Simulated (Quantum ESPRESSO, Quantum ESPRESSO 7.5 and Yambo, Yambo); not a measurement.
# Excitons of SiO2 (Quartz): kernels and approximations

Wanted: excitons and ε₂ of SiO2 (Quartz), with cost.

Program: Quantum ESPRESSO 7.5 and Yambo 5.3.0. Level of theory: LDA and many-body steps on it, plane waves. Results are calculated unless marked as measured.

## 1. The structure

The structure is trigonal, space group P3_121 (No. 152). Conventional cell: a = 4.916 Å, b = 4.916 Å, c = 5.409 Å, α = 90.00°, β = 90.00°, γ = 120.00°. Nearest to Si lie 4 O at 1.61 Å. Nearest to O lie 2 Si at 1.61 Å. Farther neighbours and most contacts between anions are not listed.

The cell and positions come from the Crystallography Open Database and are kept as given unless a step says otherwise.

## 2. Empty states on the mesh, 3×3×2 mesh, 383 bands

This step: Quantum ESPRESSO 7.5; DFT, LDA, plane waves, norm-conserving pseudopotentials.

The sums over transitions need many empty states on a uniform mesh; this step solves for them.

pw.in

```
&control
  calculation = 'nscf'
  prefix = 'x'
  outdir = 'o'
  pseudo_dir = 'pseudo'
/
&system
  ibrav = 0
  nat = 9
  ntyp = 2
  ecutwfc = 72.0
  nbnd = 383
  force_symmorphic = .true.
/
&electrons
  conv_thr = 1e-9
  electron_maxstep = 80
  diago_full_acc = .true.
  diago_thr_init = 5e-6
/
ATOMIC_SPECIES
  Si 28.085 Si.upf
  O 15.999 O.upf
CELL_PARAMETERS angstrom
  4.9158000000 0.0000000000 0.0000000000
  -2.4579000000 4.2572076799 0.0000000000
  0.0000000000 0.0000000000 5.4091000000
ATOMIC_POSITIONS crystal
  Si 0.5303000000 0.0000000000 0.3333333333
  Si 0.0000000000 0.5303000000 0.6666666667
  Si 0.4697000000 0.4697000000 0.0000000000
  O 0.1462000000 0.4142000000 0.8810000000
  O 0.5858000000 0.7320000000 0.2143333333
  O 0.2680000000 0.8538000000 0.5476666667
  O 0.4142000000 0.1462000000 0.1190000000
  O 0.7320000000 0.5858000000 0.7856666667
  O 0.8538000000 0.2680000000 0.4523333333
K_POINTS automatic
  3 3 2 0 0 0
```

The run is started by

```bash
OMP_NUM_THREADS=1 mpirun -n 4 pw.x -nk 4 -in pw.in > pw.out
```

Log:

```text
Program PWSCF v.7.5 starts

     This program is part of the open-source Quantum ESPRESSO suite
     for quantum simulation of materials; please cite
         "P. Giannozzi et al., J. Phys.:Condens. Matter 21 395502 (2009);
         "P. Giannozzi et al., J. Phys.:Condens. Matter 29 465901 (2017);
         "P. Giannozzi et al., J. Chem. Phys. 152 154105 (2020);
     in publications or presentations arising from this work. More details at

     Atomic positions and unit cell read from directory:
     o/x.save/

     Message from routine setup:
[...]
32.8388  33.0733  33.5110  33.8314  34.3217  34.9176  35.2029  35.7642
     [... 36 further rows ...]
   118.5718 118.8207 118.9071 119.1904 119.5492 119.6480 119.8302 119.9461
   120.1379 120.4316 120.6868 120.8759 121.0357 121.2153 121.3148

          k = 0.0000 0.3849-0.4544 (  7896 PWs)   bands (ev):

     [... further k-points ...]

     highest occupied, lowest unoccupied level (ev):     2.1721    7.9734

     XML data file, pseudopotentials, collected wavefunctions

=------------------------------------------------------------------------------=
   JOB DONE.
=------------------------------------------------------------------------------=
```

Wall time 2 min (4 MPI ranks of Arm Neoverse V1, shared host); peak memory 1.3 GiB.

Numbers from this step:

- gap: 5.801 eV
- k of the valence top: 0.3333, 0.3333, 0
- k of the conduction bottom: 0, 0, 0
- least direct gap: 6.125 eV
- k points computed: 8
- lowest point of the top converged band, above the valence top: 118.2973 eV

On this mesh the gap is 5.801 eV.

The density comes from a self-consistent run that is not shown.

## 3. Conversion and set-up

This step: Yambo 5.3.0; conversion and set-up on LDA, plane waves, norm-conserving pseudopotentials.

The states are converted to the many-body program's format and the q mesh is built.

The run is started by

```bash
(cd o/x.save; p2y > p2y.log; mv SAVE ../..); yambo > setup.log
```

Log:

```text
 Yambo, version 5.3.0

 [02] CORE Variables Setup
 =========================

  [02.01] Unit cells
  ==================

  Cell kind             :  HCP
  Atoms in the cell     :  Si  O
  number of Si atoms    :  3
  number of O  atoms    :   6

  List of atomic masses
  Mass of Si    :  28.08500
  Mass of O     :  15.99900

  List of atomic coordinates    : [cc]
  Si1       :  4.926230  0.000000  3.407239  order 1
  Si2       : -2.463115  4.266240  6.814478  order 2
  Si3       :  2.181643  3.778716  0.000000  order 3
  O1       : -0.565732  3.332221  9.005333  order 4
[...]
==========================================

 IBZ Q-points                                      :   8
 BZ  Q-points                                      :  18

 K/Q-points units:
 rlu = crystal or reduced units; cc = cartesian coordinates; iku = interal k-units

 Q [1]          [rlu]:  0.000000  0.000000  0.000000
 Q [2]          [rlu]:  0.000000  0.000000 -0.500000
 Q [3]          [rlu]:  0.72872E-17  0.33333       0.0000
[...]
Q [7]          [rlu]: -0.333333  0.333333  0.000000
 Q [8]          [rlu]: -0.333333  0.333333 -0.500000

  [03.01] X indexes
  =================

   [03.01.01] Sigma indexes
   ========================

 [06] Game Over & Game summary
```

Elapsed: 2.7 s, on 1 MPI rank; peak memory 0.24 GiB.

## 4. Screening and self-energy, 3×3×2 mesh, 383 bands, screening to 204.1 eV

Now the one-shot GW correction: screening in the RPA, then the self-energy of the levels asked for.

This step: G0W0 on LDA, plane waves, norm-conserving pseudopotentials.

gw1.in

```
HF_and_locXC
gw0
dyson
ppa
em1d
rim_cut
RandQpts= 1000000
RandGvec= 1 RL
EXXRLvcs= 72 Ry
VXCRLvcs= 288 Ry
Chimod= "HARTREE"
% BndsRnXp
 1 | 383 |
%
NGsBlkXp= 15 Ry
% LongDrXp
 1 | 1 | 1 |
%
% GbndRnge
 1 | 383 |
%
DysSolver= "n"
ExtendOut
PPAPntXp= 27.21138 eV
% QPkrange
 5 | 5 | 23 | 26 |
 1 | 1 | 23 | 26 |
%
```

The run is started by

```bash
OMP_NUM_THREADS=2 mpirun -n 2 yambo -F gw1.in -J gw1 -C gw1 > gw1.log
```

Log:

```text
 Yambo, version 5.3.0

 [02] CORE Variables Setup
 =========================

  [... cell, symmetries and grids as in the set-up ...]

  [02.05] Energies & Occupations
  ==============================

  [X] === General ===
  [X] Electronic Temperature                        :  0.000000  0.000000 [eV K]
  [X] Bosonic    Temperature                        :  0.000000  0.000000 [eV K]
  [X] Finite Temperature mode                       : no
  [X] El. density                                   :  0.42403E+24 [cm-3]
[...]
Sx RL components                                 :   7959

   QP @ state[ 1 ] K range                          :  1  1
   QP @ state[ 1 ] b range                          :  23  26
   QP @ state[ 2 ] K range                          :   5   5
   QP @ state[ 2 ] b range                          :  23  26
   GF energies kind                                 : Slater exchange(X)+Perdew & Wang(C)
   GF WF`s kind                                     : Slater exchange(X)+Perdew & Wang(C)
   Xs energies kind                                 : Slater exchange(X)+Perdew & Wang(C)
   Xs WF`s kind                                     : Slater exchange(X)+Perdew & Wang(C)

 [11] Game Over & Game summary
```

It took 25 min on 2 MPI ranks; peak memory 1.7 GiB; 1.6 h of CPU time.

Numbers from this step:

```yaml
g0w0_gap_on_the_points_computed: 8.910 eV
starting_gap_on_the_mesh: 5.801 eV
k_of_the_valence_top: 0.3333, 0.3333, 0
k_of_the_conduction_bottom: 0, 0, 0
least_direct_g0w0_gap_on_the_computed_points: 9.277 eV
```

The gap on the mesh goes from 5.80 eV to 8.91 eV, a correction of +3.11 eV.

The gap opens by 3.109 eV; the next steps shift the empty bands rigidly by 3.152 eV, the correction at the start's least direct gap.

## 5. Excitons

Light makes an electron and a hole together. The Bethe-Salpeter equation adds their screened attraction and their exchange, in a window of bands around the gap.

This step: Bethe-Salpeter equation on LDA with a scissors shift, plane waves, norm-conserving pseudopotentials.

bse3.in

```
optics
bss
bse
em1s
dipoles
rim_cut
RandQpts= 1000000
RandGvec= 1 RL
Chimod= "HARTREE"
BSKmod= "SEX"
BSEmod= "resonant"
BSSmod= "d"
BSENGexx= 30 Ry
BSENGBlk= 6 Ry
% BSEQptR
 1 | 1 |
%
% BSEBands
 13 | 30 |
%
% BEnRange
 0 | 14 | eV
%
% BDmRange
 0.1 | 0.1 | eV
%
BEnSteps= 141
% BLongDir
 1 | 0 | 0 |
%
% BndsRnXs
 1 | 190 |
%
NGsBlkXs= 6 Ry
% LongDrXs
 1 | 1 | 1 |
%
% KfnQP_E
 3.152 | 1.0 | 1.0 |
%
WRbsWF
```

The run is started by

```bash
OMP_NUM_THREADS=2 mpirun -n 2 yambo -F bse3.in -J bse3 -C bse3 > bse3.log
```

Log:

```text
 Yambo, version 5.3.0

 [02] CORE Variables Setup
 =========================

  [... cell, symmetries and grids as in the set-up ...]

  [02.05] Energies & Occupations
  ==============================

  [X] === General ===
  [X] Electronic Temperature                        :  0.000000  0.000000 [eV K]
  [X] Bosonic    Temperature                        :  0.000000  0.000000 [eV K]
  [X] Finite Temperature mode                       : no
  [X] El. density                                   :  0.42403E+24 [cm-3]
  [X] Fermi Level                                   :  2.172053 [eV]

  [X] === Gaps and Widths ===
  [X] Conduction Band Min                           :  5.801365 [eV]
  [X] Valence Band Max                              :  0.000000 [eV]
  [X] Filled Bands                                  :  24
  [X] Empty Bands                                   :    25   383
  [X] Direct Gap                                    :  6.125498 [eV]
  [X] Direct Gap localized at k                     :  1
  [X] Indirect Gap                                  :  5.801365 [eV]
  [X] Indirect Gap between kpts                     :   5   1
  [X] Last valence band width                       :  0.596915 [eV]
  [X] 1st conduction band width                     :  3.097078 [eV]

 [03] Transferred momenta grid and indexing
 ==========================================

 [BZ sampling] Q-grid is User defined and/or read from the database

 IBZ Q-points                                      :   8
 BZ  Q-points                                      :  18

 K/Q-points units:
 rlu = crystal or reduced units; cc = cartesian coordinates; iku = interal k-units

 Q [1]          [rlu]:  0.000000  0.000000  0.000000
 Q [2]          [rlu]:  0.000000  0.000000 -0.500000
 Q [3]          [rlu]:  0.72872E-17  0.33333       0.0000
 Q [4]          [rlu]:  0.72872E-17  0.33333     -0.50000
 Q [5]          [rlu]:  0.333333  0.333333  0.000000
 Q [6]          [rlu]:  0.333333  0.333333 -0.500000
 Q [7]          [rlu]: -0.333333  0.333333  0.000000
 Q [8]          [rlu]: -0.333333  0.333333 -0.500000

  [03.01] X + BSE indexes
  =======================

   [03.01.01] Sigma indexes
   ========================

 [04] Coloumb potential Random Integration (RIM)
 ===============================================

  [04.01] RIM initialization
  ==========================

  * Diagonal components only detected *

  8 x (sBL volume)        :  0.144317 [a.u.]
  sBZ random points       :  1000000
  Points outside the sBZ  :   7993074
  RL volume               :  0.324712 [a.u.]
  Integrated volume       :  0.324994 [a.u.]

  [04.02] RIM integrals
  =====================

  Gamma point sphere radius             :  0.095146 [a.u.]
  Points outside the sphere             :   799469
  [Int_sBZ(q=0) 1/q^2]*(Vol_sBZ)^(-1/3) =:  7.664728
                                 should be <:  7.795600

  Summary of Coulomb integrals for non-metallic bands |Q|[au] RIM/Bare

  Q [1] 0.100000E-4 0.983212 * Q [7] 0.260336 1.012284
  Q [3] 0.260336 1.012215 * Q [2] 0.307345 1.138708
  Q [8] 0.402785 1.065434 * Q [4] 0.402785 1.065353
  Q [5] 0.450916 1.007191 * Q [6] 0.545698 1.021740

 [WARNING] [Xs] User bands 1-190 break level degeneracy

 [05] External/Internal QP corrections
 =====================================

 [QP_apply] Action to be applied: USER defined scissor

  [05.01]  QP corrections report
  ==============================

  [K+QP] === General ===
  [K+QP] Electronic Temperature                     :  0.000000  0.000000 [eV K]
  [K+QP] Bosonic    Temperature                     :  0.000000  0.000000 [eV K]
  [K+QP] Finite Temperature mode                    : no
  [K+QP] El. density                                :  0.42403E+24 [cm-3]
  [K+QP] Fermi Level                                :  0.000000 [eV]

  [K+QP] === Gaps and Widths ===
  [K+QP] Conduction Band Min                        :  8.953365 [eV]
  [K+QP] Valence Band Max                           :  0.000000 [eV]
  [K+QP] Filled Bands                               :  24
  [K+QP] Empty Bands                                :    25   383
  [K+QP] Direct Gap                                 :  9.277498 [eV]
  [K+QP] Direct Gap localized at k                  :  1
  [K+QP] Indirect Gap                               :  8.953365 [eV]
  [K+QP] Indirect Gap between kpts                  :   5   1
  [K+QP] Last valence band width                    :  0.596915 [eV]
  [K+QP] 1st conduction band width                  :  3.097078 [eV]

  [coarse-grid] Minimum Bare Gap        [ev]:  5.801365
  [coarse-grid] Minimum Gap Correction  [ev]:  3.152000

  Eqp @ K [1]
  -19.13618 -17.55474 -17.55474 -16.88388 -16.84100 -16.84100  -8.29712  -8.29712
  -5.493251 -5.469826 -5.301185 -5.301184 -2.990410 -2.990408 -2.728883 -2.476725
  -1.525289 -1.525289 -1.493452 -1.009495 -1.009493 -0.691346 -0.324133 -0.324133
    8.95337  12.18989  12.18989  12.66266  12.66266  13.84208  14.57321  15.07402
   15.56299  15.56299  16.23481  16.23481  17.01609  17.67324  17.78866  17.78866
   17.88229  17.88229  19.45568  19.45568  20.73511  21.42614  21.42614  22.77592
  Eqp @ K [2]
[...]
Eqp @ K [3]
[...]
Eqp @ K [4]
[...]
Eqp @ K [5]
[...]
[... 2 further k-points ...]
  Eqp @ K [8]
[...]
11.55991  11.75576  12.41140  12.59769  13.16386  13.43884  13.72471  14.23494
   14.52552  14.84400  15.26451  16.04159  16.55985  16.90884  18.10342  18.44154
   18.53105  19.10031  19.60431  19.87560  20.40851  20.97455  21.70153  22.10563

 [06] Dipoles
 ============

  [06.01] Setup: observables and procedures
  =========================================

  [WARNING] [x,Vnl] slows the Dipoles computation. To neglect it rename the ns.kb_pp file

  [WARNING] [r,Vnl^pseudo] included in position and velocity dipoles.

  [WARNING] In case H contains other non local terms, these are neglected

 [07] Static Dielectric Matrix
 =============================

 [WR./bse3//ndb.em1s]------------------------------------------------------------
  Brillouin Zone Q/K grids (IBZ/BZ)                :   8  18   8  18
  RL vectors                                       :   9395 [WF]
  Coulomb cutoff potential                         : none
  Electronic Temperature                           :  0.000000 [K]
  Bosonic    Temperature                           :  0.000000 [K]
  Static diel. fun.  energies                      : Slater exchange(X)+Perdew & Wang(C)
  wavefunctions                                    : Slater exchange(X)+Perdew & Wang(C)
  Global Gauge                                     : length
  X matrix size                                    :  213
  X band range                                     :    1  190
  X e/h energy range                               : -1.000000 -1.000000 [eV]
  X Time ordering                                  : T
  X Hxc Kernel                                     : HARTREE
  X Drude frequency                                :  0.000000  0.000000
  X poles                                          :  100.0000 [o/o]
  RL vectors in the sum                            :   9395
  [r,Vnl] included                                 : yes
  Field direction                                  :  0.577350E-5  0.577350E-5  0.577350E-5
  BZ energy Double Grid                            : no
  BZ energy DbGd points                            : 0
  BZ Q point size factor                           : -1.000000
  X Optical Averaged directions                    : none

 [08] Bethe Salpeter Equation driver
 ===================================

  [08.01] Bethe Salpeter Equation @q1
  ===================================

   [08.01.01] Transition pre-analysis @q1
   ======================================

   [08.01.02] Transition Groups build-up @q1
   =========================================

   [BSK] Transition groups (total):  16
   [BSK] Size (resonant):  1296
   [BSK]         (total):  1296
   [BSK] N. of matrices :  1

   [08.01.03] Loading Dipoles @q1
   ==============================

   [08.01.04] Independent Particles properties @q1
   ===============================================

   ==========================================================

   [BSE] Exchange components :  2111
   [BSE] Correlation components :   213   769

    [08.01.05.01] Screened interaction header I/O
    =============================================

    [08.01.05.02] Main kernel loop
    ==============================

    [08.01.05.03] Wave-Function Phases
    ==================================

    [BSE] WF phases found       :  87.50000 [o/o]

   [08.01.06] BSE solver(s) @q1
   ============================

   [08.01.07] Diago Solver @q1
   ===========================

 [11] Game Over & Game summary
```

It took 97 s on 2 MPI ranks; peak memory 1.2 GiB.

This step gave:

- transitions in the window: 1296
- direct gap of the transition levels: 9.277 eV
- lowest state: 7.983 eV
- first strong exciton (over a fiftieth of the strongest listed): 8.599 eV
- binding of the lowest state below the direct gap: 1.294 eV
- Coulomb term of one mesh cell: 1.338 eV

The binding is 0.97 times the screened Coulomb term of one mesh cell (1.34 eV), so it is not shown settled.

The lowest state lies at 7.983 eV, 1.294 eV under the direct gap.

Lines within 3 meV are set at the lowest of them, and the highest group, which the list may cut short, is left out. Exciton lines, with heights relative to the strongest:

| position (eV) | lines merged | strength, relative |
| --- | --- | --- |
| 7.983 | 2 | 0.6 |
| 8.342 | 1 | 0.0 |
| 8.598 | 2 | 3.6 |
| 9.026 | 2 | 0.0 |
| 9.126 | 1 | 0.1 |
| 9.180 | 2 | 100 |
| 9.241 | 1 | 0.3 |
| 9.254 | 2 | 20 |
| 9.287 | 1 | 0.0 |
| 9.394 | 1 | 0.0 |
| 9.515 | 2 | 0.0 |
| 9.526 | 1 | 0.0 |
| 9.562 | 2 | 0.4 |
| 9.632 | 1 | 0.0 |
| 9.692 | 1 | 2.6 |
| 9.697 | 1 | 2.8 |

The ε₂ has structure finer than the step of the table below, so its rows give means over 0.5 eV, whole bins alone (the curve runs from 0 to 14 eV). Peaks (eV: height): BSE 9.20: 4.88, 10.20: 5.52, 10.40: 5.43, 13.10: 1.91; no electron-hole interaction 10.50: 1.00, 12.10: 2.01, 13.20: 4.03, 13.70: 3.86.

Field along x; broadening 0.1 eV; transition window only. Limits: finite bands, cutoff and mesh; coarse k mesh; exciton not shown settled in the k mesh. Table of ε₂ by photon energy; means over each step:

| photon energy (eV) | BSE | no electron-hole interaction |
| --- | --- | --- |
| 0.5 | 0.00312 | 0.00202 |
| 1.0 | 0.00345 | 0.00219 |
| 1.5 | 0.00384 | 0.00238 |
| 2.0 | 0.00431 | 0.00260 |
| 2.5 | 0.00487 | 0.00286 |
| 3.0 | 0.00554 | 0.00315 |
| 3.5 | 0.00638 | 0.00349 |
| 4.0 | 0.00742 | 0.00389 |
| 4.5 | 0.00876 | 0.00436 |
| 5.0 | 0.0105 | 0.00494 |
| 5.5 | 0.0129 | 0.00563 |
| 6.0 | 0.0162 | 0.00649 |
| 6.5 | 0.0212 | 0.00758 |
| 7.0 | 0.0292 | 0.00899 |
| 7.5 | 0.0447 | 0.0109 |
| 8.0 | 0.0891 | 0.0135 |
| 8.5 | 0.245 | 0.0175 |
| 9.0 | 1.90 | 0.0254 |
| 9.5 | 1.42 | 0.0413 |
| 10.0 | 2.66 | 0.118 |
| 10.5 | 4.10 | 0.534 |
| 11.0 | 2.40 | 0.287 |
| 11.5 | 1.43 | 0.787 |
| 12.0 | 1.09 | 1.46 |
| 12.5 | 1.14 | 2.30 |
| 13.0 | 1.65 | 3.60 |
| 13.5 | 0.907 | 3.29 |

(Continued in part 2 of 3.)

[Paths, hosts, dates, memory and timing lines, banners, echoed tables and standing remarks are left out of the program output.]

[Logs are printed without paths, hosts, clocks, repeated set-up lines and the standing remarks that a program may print on its own settings, such as how far it seeks lower states.]

[Runs of the session that timed out or met a known fault of the program may be left out.]

[Hosts, paths, dates, database ids (printed as entryN), source tags and the programs' standing remarks are cut or masked in the printed files.]
